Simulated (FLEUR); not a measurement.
# Calculated records

## Collinear magnetic orders of DyClO with FLEUR

Symmetry: P4/nmm, No. 129, tetragonal system. The conventional cell has a = 3.910 Å, b = 3.910 Å, c = 6.724 Å, α = 90.00°, β = 90.00°, γ = 90.00°. Nearest to Dy lie 4 O at 2.25 Å and 6 Cl at 3.09 to 3.62 Å and 4 Dy at 3.56 Å. Nearest to Cl lie 6 Dy at 3.09 to 3.62 Å and 4 O at 3.18 Å. Nearest to O lie 4 Dy at 2.25 Å. Farther neighbours and most contacts between anions are not listed.

```yaml
method: LDA (VWN) with U = 4.02 eV, J = 0.7 eV on Dy f; all-electron FLAPW, Dirac cores, scalar-relativistic bands
program: FLEUR MaX-R8.1
settings_of_one_run: kmax 4 1/bohr, gmax 12 1/bohr, muffin tin radii Dy: 2.65, Cl: 2.8, O: 1.5 bohr, lmax Dy: [10, 8], Cl: [10, 8], O: [6, 4], hist occupations, smearing width 0.03 eV, mixer Anderson, mixing 0.05, max iterations 130, stop 0.0001 me/bohr³, collinear spin, 6×6×6 k-mesh, double counting FLL, mesh matched on, seeded occupations whole cubic f orbitals, Hund's first rule, starting moments 5 -5 0 0 0 0 μB
cost: 2 runs, 3.6 min in all on 4 MPI ranks of Intel Xeon 6975P-C (Granite Rapids), shared host (the runs of this entry)
notes: Known weakness: open f shell state may not be lowest. Only 2 starts were tried; other patterns of signs, canted and longer-period orders were not.
lowest_state_found: antiferromagnetic (initial antiferro +-)
largest_site_spin_moment: 4.96 μB
next_finished_state: ferromagnetic, 0.838 meV a seeded atom higher
```

The lowest state found is antiferromagnetic, reached from the start antiferro +-, with moments up to 4.96 μB. The two lowest states lie so close that the mesh, the functional or spin–orbit coupling could swap them.

[Logs and program files are shortened in this print: banners, set-up blocks, solver, clock and traceback lines can be left out without a mark of their own.]

[Logs are printed without paths, hosts, clocks, repeated set-up lines and the standing remarks that a program may print on its own settings, such as how far it seeks lower states.]

[Hosts, paths, dates, database ids (printed as entryN), source tags and the programs' standing remarks are cut or masked in the printed files.]

[Where a cell is said to come from a database of computed structures, the database is the Materials Project.]
